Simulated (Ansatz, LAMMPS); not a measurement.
# Glassy 29TiO2-71Al2O3 (mol %) (137 atoms): a short ab initio trajectory

Aim: follow glassy 29TiO2-71Al2O3 (mol %) (137 atoms) for a short time with forces from DFT, then look at structure and electrons in the last frame.

Main program and level: Ansatz 0.2.0; Kohn-Sham DFT, PBE, PAW (set soft_2), plane waves.

### Step 1. Set-up

The cell holds 137 atoms: 9 Ti, 44 Al and 84 O. Its edges and angles: a = 11.331 Å, b = 11.331 Å, c = 11.331 Å, α = 90.0°, β = 90.0°, γ = 90.0°. 137 atoms (9 Ti, 44 Al, 84 O) placed at random at 3.12 g/cm³, melted at 4000 K for 10 ps at fixed volume with the Morse and Coulomb pair potential with partial charges (Pedone, Malavasi, Menziani, Cormack and Segre, J. Phys. Chem. B 110, 11780 (2006)). Quenched from 4000 K to 300 K at 100 K/ps and fixed volume, held 10 ps at zero pressure.

Limits known from the start: The quench rate of 100 K/ps is many orders above laboratory rates, so the cell is likely richer in defects and strain than a real sample. The network of bonds at the start is that of the classical potential that made the cell. The Brillouin zone is sampled at Γ only, in a cell whose shortest periodic width is 11 Å.

### Step 2. Dynamics at 900 K

A Langevin thermostat couples each atom to a heat bath, at the price of damped dynamics. The time step is 1.0 fs.

File input.yaml:

```yaml
crystal:
  lattice:
    - [11.33062, 0.0, 0.0]
    - [0.0, 11.33062, 0.0]
    - [0.0, 0.0, 11.33062]
  atoms:
    - { symbol: Ti, position: [0.17107, 0.92915, 0.43017] }
    - { symbol: Ti, position: [0.82775, 0.66398, 0.03983] }
    - { symbol: Ti, position: [0.37312, 0.63028, 0.19924] }
    - { symbol: Ti, position: [0.22631, 0.96191, 0.09328] }
    [... 127 atom lines left out ...]
    - { symbol: O, position: [0.37905, 0.56803, 0.89798] }
    - { symbol: O, position: [0.81356, 0.07117, 0.72134] }
    - { symbol: O, position: [0.779, 0.01573, 0.34959] }
    - { symbol: O, position: [0.42615, 0.24229, 0.40026] }
    - { symbol: O, position: [0.62937, 0.82757, 0.41755] }
    - { symbol: O, position: [0.61568, 0.23868, 0.02465] }
kpoints:
  mp_grid: { grid: [1, 1, 1] }
hamiltonian:
  xc: pbe
scf:
  occupations: { method: fermi_dirac, width: 0.078 }
output:
  forces: true
md:
  timestep: 1.0
  n_steps: 122
  ensemble: nvt_langevin
  temperature: 900
  initial_velocities: maxwell_boltzmann
  seed: 505
```

On the command line:

```console
$ ansatz run input.yaml --threads 4 --pin off --max-ram 8192MiB --backend cpu --events-out ev --progress --plain --runs-dir out
```

Wall time 32 min (4 threads of Arm Neoverse V2, shared host); peak memory 2.4 GiB.

The program notes that it switched symmetry off.

The trajectory, sampled:

```tsv
time (fs)	T (K)	potential (meV/atom)
0.0	893	0.0
8.0	772	16.9
16.0	724	30.3
24.0	756	28.0
33.0	794	28.7
41.0	711	34.5
49.0	703	38.9
57.0	856	23.7
65.0	864	25.5
73.0	802	32.3
81.0	854	34.5
89.0	856	35.3
98.0	787	43.9
106.0	764	52.4
114.0	829	49.3
122.0	906	43.5
```

Mean square displacement from the first frame to the last: Ti 0.044 Å², Al 0.098 Å², O 0.14 Å².

Mean square displacement against time lag:

```tsv
time lag (fs)	Al (Å²)	O (Å²)	Ti (Å²)
1.0	7.2e-5	1.3e-4	3.2e-5
3.0	6.4e-4	0.00113	2.8e-4
6.0	0.00248	0.00437	0.00109
8.0	0.00429	0.00754	0.00190
11.0	0.00771	0.0135	0.00343
13.0	0.0103	0.0180	0.00463
16.0	0.0146	0.0252	0.00665
18.0	0.0176	0.0301	0.00811
21.0	0.0221	0.0374	0.0104
23.0	0.0251	0.0421	0.0119
26.0	0.0294	0.0487	0.0143
28.0	0.0321	0.0528	0.0158
31.0	0.0360	0.0584	0.0180
33.0	0.0385	0.0619	0.0194
36.0	0.0419	0.0668	0.0212
38.0	0.0440	0.0699	0.0223
41.0	0.0470	0.0743	0.0238
43.0	0.0489	0.0772	0.0246
46.0	0.0517	0.0814	0.0257
48.0	0.0536	0.0842	0.0263
51.0	0.0562	0.0884	0.0270
53.0	0.0580	0.0911	0.0275
56.0	0.0606	0.0952	0.0280
58.0	0.0622	0.0978	0.0283
61.0	0.0647	0.102	0.0288
```

Over the second half of 122 fs the temperature averages 830 K with swings of 40 K r.m.s. From first frame to last O has the largest mean square displacement, 0.14 Å² at the end; the farthest move is 0.79 Å. The count of bonds goes from 249 in the first frame to 259 in the last, by one set of cutoffs: 2 pairs passed out of them and 12 came within. The run spans 0.12 ps, too short for its means to be equilibrium values.

### Step 3. Structure statistics late in the run

The g(r) is a mean over the second half; what follows it is taken at the last frame.

Density 3.38 g/cm³, 10.62 Å³ an atom.

Mean of 14 frames. Pair distribution functions g(r), in bins of 0.2 Å:

```tsv
r (Å)	total	O-O	O-Al	O-Ti	Al-Al	Al-Ti	Ti-Ti
1.60	0.36	0.00	0.89	0.14	0.00	0.00	0.00
1.80	2.74	0.00	6.08	4.32	0.00	0.00	0.00
2.00	1.14	0.00	2.08	3.94	0.00	0.00	0.00
2.20	0.23	0.03	0.40	0.78	0.00	0.00	0.00
2.40	0.39	0.80	0.14	0.32	0.05	0.00	0.00
2.60	1.05	2.37	0.19	0.21	0.61	0.12	0.00
2.80	1.29	2.56	0.30	0.26	1.73	0.35	0.00
3.00	1.31	1.98	0.45	0.25	2.81	1.60	1.82
3.20	1.17	1.08	0.96	0.32	2.52	2.29	1.81
3.40	0.96	0.68	1.00	0.57	1.30	2.89	2.21
3.60	0.90	0.54	1.11	1.22	0.86	1.41	2.00
3.80	0.85	0.54	1.21	1.35	0.40	0.54	0.00
4.00	0.96	0.66	1.31	1.39	0.54	0.61	0.90
4.20	0.97	0.55	1.40	1.34	0.66	0.79	0.74
4.40	1.10	0.84	1.41	1.40	0.85	0.72	0.05
4.60	1.08	1.04	1.21	1.34	0.67	0.85	0.28
4.80	1.02	1.27	0.84	1.05	0.96	0.57	1.07
5.00	0.96	1.25	0.70	0.68	1.08	1.01	0.51
5.20	1.04	1.41	0.72	0.62	1.31	0.93	0.83
5.40	1.02	1.32	0.70	0.68	1.23	1.33	0.98
5.60	0.96	1.01	0.85	0.75	1.15	1.25	2.59
```

Bonds by pair of elements; cutoffs follow the first minimum of g(r), held within bounds set by covalent radii, and pairs that aren't listed don't count as bonded:

```tsv
pair A-B	cutoff (Å)	bonds	mean length (Å)	spread (Å)	shortest (Å)	B about A	A about B
O-Al	2.48	212	1.88	0.147	1.60	2.52	4.82
O-Ti	2.64	47	1.97	0.183	1.69	0.56	5.22
```

How many atoms have how many bonded neighbours:

```tsv
element	mean	2	3	4	5	6
Al	4.82	0	0	17	18	9
O	3.08	9	59	16	0	0
Ti	5.22	0	0	1	5	3
```

Bond angles (no mean is given where the spread exceeds 20°):

```tsv
angle	count	mean (°)	spread (°)
O-Al-O	417	-	-
Al-O-Al	198	112	17.1
O-Ti-O	101	-	-
Al-O-Ti	77	119	19.4
Ti-O-Ti	7	115	12.7
```

Oxygen atoms by the number of network formers (Si, P, Ge, B, Al, As, Ga) bound to them:

```tsv
network formers bound to O	O atoms	per cent
0	1	1.2
1	12	14.3
2	24	28.6
3	36	42.9
4	11	13.1
```

Network units: each former by its oxygen neighbours and how many of them bridge to another former:

```tsv
former	O neighbours	bridging O	atoms
Al	4	2	1
Al	4	3	4
Al	4	4	12
Al	5	4	3
Al	5	5	15
Al	6	5	3
Al	6	6	6
```

Bond length by coordination (bonds to H left out):

```tsv
element	coordination	atoms	mean bond length (Å)
Al	4	17	1.78
Al	5	18	1.90
Al	6	9	1.96
O	2	9	1.79
O	3	59	1.87
O	4	16	1.98
Ti	4	1	1.83
Ti	5	5	1.93
Ti	6	3	2.04
```

Rings of the network by King's shortest-path rule, up to 12 atoms, one path for each pair of neighbours; H, halogens, alkali and alkaline-earth atoms are left out, and the last column divides by all other atoms, bonded or not:

```tsv
ring size (atoms)	rings	per network atom
4	50	0.365
6	119	0.869
8	131	0.956
10	27	0.197
12	2	0.015
```

For some of the pairs, g(r) has its first main peak near 2.7 Å (O-O), 1.8 Å (O-Al), 1.9 Å (O-Ti), 3.1 Å (Al-Al) and 3.3 Å (Al-Ti). By these cutoffs 41 % of Al atoms have 5, 70 % of O atoms have 3 and 56 % of Ti atoms have 5 bonded neighbours. Counting bonds to Al alone, not to Ti, 29 % of the oxygens join two of these atoms and 14 % one; 43 % join three; 13 % join four; 1 % join none. The commonest Al unit has 5 oxygens, 5 of them shared with other formers (15 of 44 atoms). Rings of 8 atoms are the most common (40 % of those counted); sizes run from 4 to 12, where the search stops.

### Step 4. Single point at the last frame

The last frame is solved again with fuller output, to read the electronic structure of a thermally displaced geometry.

File input.yaml:

```yaml
crystal:
  lattice:
    - [11.33062, 0.0, 0.0]
    - [0.0, 11.33062, 0.0]
    - [0.0, 0.0, 11.33062]
  atoms:
    - { symbol: Ti, position: [0.17397, 0.94441, 0.44366] }
    - { symbol: Ti, position: [0.82524, 0.6575, 0.03692] }
    - { symbol: Ti, position: [0.37029, 0.65113, 0.21979] }
    - { symbol: Ti, position: [0.23948, 0.97736, 0.09664] }
    [... 127 atom lines left out ...]
    - { symbol: O, position: [0.34784, 0.56845, 0.87582] }
    - { symbol: O, position: [0.82715, 0.10752, 0.7238] }
    - { symbol: O, position: [0.77958, 0.02272, 0.35867] }
    - { symbol: O, position: [0.43516, 0.23311, 0.42123] }
    - { symbol: O, position: [0.61663, 0.84538, 0.42769] }
    - { symbol: O, position: [0.6125, 0.24157, 0.02534] }
kpoints:
  mp_grid: { grid: [1, 1, 1] }
hamiltonian:
  xc: pbe
scf:
  occupations: { method: fixed }
output:
  forces: true
  stress: true
  populations: true
  dos:
    method: { smearing: { sigma: 0.1 } }
    de: 0.1
    projected: { site_lists: { Al: [Al], O: [O], Ti: [Ti] } }
  eigenvalues: true
  write_density: true
  write_potential: true
  volumetric_format: npy
  elf: true
```

The job ended after 34 s (4 threads; peak memory 2.2 GiB).

Numbers from this run:

```
free energy                                      : -93975.3081 eV
free energy per atom                             : -685.9512 eV/atom
SCF cycles                                       : 12
pressure                                         : 6.041 GPa
r.m.s. force component                           : 1.206 eV/Å
longest force                                    : 5.065 eV/Å
Fermi energy                                     : 7.11 eV
gap (highest filled to lowest empty level) : 1.498 eV
spilling of the projection                       : 0.007136
```

Neighbours are counted within 2.48 Å (O-Al), 2.64 Å (O-Ti), the cutoffs taken from the dynamics.

Length of the force by element and coordination:

```tsv
element	coordination	atoms	mean length of the force (eV/Å)	spread	least	most
Al	all	44	1.81	1.02	0.403	5.07
Al	4	17	2.14	1.15	0.542	5.07
Al	5	18	1.65	0.953	0.632	4.35
Al	6	9	1.53	0.694	0.403	2.95
O	all	84	1.86	0.915	0.274	4.87
O	2	9	1.80	0.959	0.529	3.69
O	3	59	1.92	0.956	0.293	4.87
O	4	16	1.67	0.679	0.274	2.54
Ti	all	9	2.15	0.700	1.31	3.50
Ti	4	1	2.45	0	2.45	2.45
Ti	5	5	2.31	0.814	1.43	3.50
Ti	6	3	1.79	0.404	1.31	2.30
```

Löwdin charges by element and coordination (they lack the spilled electrons, 0.039 e an atom on average):

```tsv
element	coordination	atoms	mean charge (e)	spread	least	most
Al	all	44	1.30	0.0362	1.23	1.38
Al	4	17	1.33	0.03	1.27	1.38
Al	5	18	1.29	0.0271	1.23	1.33
Al	6	9	1.28	0.0225	1.24	1.31
O	all	84	-0.771	0.0793	-0.869	-0.527
O	2	9	-0.673	0.117	-0.858	-0.527
O	3	59	-0.781	0.0708	-0.869	-0.605
O	4	16	-0.792	0.0257	-0.822	-0.728
Ti	all	9	1.42	0.0446	1.35	1.51
Ti	4	1	1.37	0	1.37	1.37
Ti	5	5	1.42	0.0355	1.35	1.45
Ti	6	3	1.44	0.0519	1.40	1.51
```

Density of states as counts of states in windows of 1 eV (from the Fermi level), total and the larger projections:

```tsv
from (eV)	to (eV)	total	O p	Ti d	Al p
-10	-8	0.0	0.0	0.0	0.0
-8	-7	23.5	17.3	0.5	1.6
-7	-6	52.2	38.9	1.7	4.4
-6	-5	72.1	55.6	3.8	7.7
-5	-4	82.6	67.4	4.4	6.5
-4	-3	93.2	80.9	4.0	4.6
-3	-2	93.9	85.6	2.7	2.8
-2	-1	73.4	68.9	1.3	1.4
-1	0	11.6	11.0	0.1	0.2
0	1	1.4	1.4	0.0	0.0
1	2	9.6	1.2	7.8	0.2
2	3	33.6	5.1	25.4	0.8
3	4	27.0	5.0	17.6	1.2
4	5	21.4	4.4	9.0	3.0
```

With fixed occupations the program's Fermi level is the highest filled level; weight inside the gap is the broadening of levels at its edges.

Between -26 and -10 eV lie 168 more states.

The stored curve holds about 672 of the 744 electrons; the rest, give or take the few that broadening carries across the Fermi level, lie in deeper levels below its range.

The levels nearest the highest filled one (over half full), pooled over k-points and spins:

```tsv
level less the highest filled one (eV)	occupation
-0.998	2
-0.981	2
-0.841	2
-0.745	2
-0.659	2
0	2
1.50	0
1.56	0
1.73	0
1.81	0
1.94	0
2.03	0
```

Mean Löwdin charges: Al +1.30, O -0.77, Ti +1.42 e (they miss 0.71 % of the electrons, so they add up to more than the cell's charge). The largest share in the top eV of filled states is O p (96 % of the projected weight), and in the lowest eV of empty states Ti d (81 % of the projected weight).

### Step 5. What came out

```json
{"mean temperature, second half": "829.7 K", "temperature swing, second half": "40.08 K", "free energy per atom": "-685.9512 eV/atom", "pressure": "6.041 GPa", "r.m.s. force component": "1.206 eV/Å", "gap (highest filled to lowest empty level)": "1.498 eV", "wall time of the 2 DFT runs": "33 min"}
```

What this shows: Over the second half of 122 fs the temperature averages 830 K with swings of 40 K r.m.s. The count of bonds goes from 249 in the first frame to 259 in the last, by one set of cutoffs: 2 pairs passed out of them and 12 came within. The run spans 0.12 ps, too short for its means to be equilibrium values. By these cutoffs 41 % of Al atoms have 5, 70 % of O atoms have 3 and 56 % of Ti atoms have 5 bonded neighbours. Counting bonds to Al alone, not to Ti, 29 % of the oxygens join two of these atoms and 14 % one; 43 % join three; 13 % join four; 1 % join none. Filled and empty levels are parted by 1.50 eV (at Γ alone); a semilocal functional tends to put such gaps too low. In a disordered cell it changes from sample to sample, and tail or defect levels can set it.

Caveats: The starting topology of bonds comes from the classical model; in DFT 2 of its 249 bonded pairs passed out of the cutoffs and 12 came within them. The pressure of 6.0 GPa is that of one thermal frame at a volume set beforehand, without the kinetic term.

[Logs are printed without paths, hosts, clocks, repeated set-up lines and the standing remarks that a program may print on its own settings, such as how far it seeks lower states.]

[Hosts, paths, dates, database ids (printed as entryN), source tags and the programs' standing remarks are cut or masked in the printed files.]
